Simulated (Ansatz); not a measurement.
Planning a run of Ansatz 0.2.0 on Bi2Te2PbS2 (R-3m). The input:

```yaml
crystal:
  lattice:
    - [2.13505, 1.2326716922, 13.4709566667]
    - [-2.13505, 1.2326716922, 13.4709566667]
    - [0.0, -2.4653433845, 13.4709566667]
  atoms:
    - { symbol: Bi, position: [0.58139, 0.58139, 0.58139] }
    - { symbol: Bi, position: [0.41861, 0.41861, 0.41861] }
    - { symbol: Te, position: [0.87066, 0.87066, 0.87066] }
    - { symbol: Te, position: [0.12934, 0.12934, 0.12934] }
    - { symbol: Pb, position: [0.0, 0.0, 0.0] }
    - { symbol: S, position: [0.29134, 0.29134, 0.29134] }
    - { symbol: S, position: [0.70866, 0.70866, 0.70866] }
kpoints:
  mp_grid: { grid: [4, 4, 4] }
hamiltonian:
  xc: pbe
scf:
  occupations: { method: fixed }
gw:
  n_empty_bands: 207
  ecut_chi: 57
  qp_bands: [v2, c2]
  qp_kpoints: band_edges
  screening: { model: contour_deformation }
```

```sh
ansatz run input.yaml --threads 3 --pin off --max-ram 64512MiB --backend cuda --events-out ev --progress --plain --runs-dir out --devices 1 --max-vram 24GiB  # rebuilt from the run's record
```

Q: How long will it take on 1 × NVIDIA H100 80GB HBM3 (shared by 3 runs) with 3 threads of AMD EPYC 7R13 (Zen 3), shared host, and how much memory?

It took 50 s; on shared hardware allow 25 s to 1.7 min. Peak host memory was 1.7 GiB. The sizes that set the cost: 4143 plane waves a state, 13 irreducible k points, 251 bands summed, 221 plane waves in the screening and 7 SCF cycles.

The screening grows as filled bands × empty bands × pairs of k points, times the square of the screening basis for the matrix.

[Paths, hosts, dates, memory and timing lines, banners, echoed tables and standing remarks are left out of the program output.]

[Logs are printed without paths, hosts, clocks, repeated set-up lines and the standing remarks that a program may print on its own settings, such as how far it seeks lower states.]

[Runs of the session that timed out or met a known fault of the program may be left out.]

[Cells called generated may have been cut or substituted from an entry of the Crystallography Open Database or the Materials Project.]

[Hosts, paths, dates, database ids (printed as entryN), source tags and the programs' standing remarks are cut or masked in the printed files.]
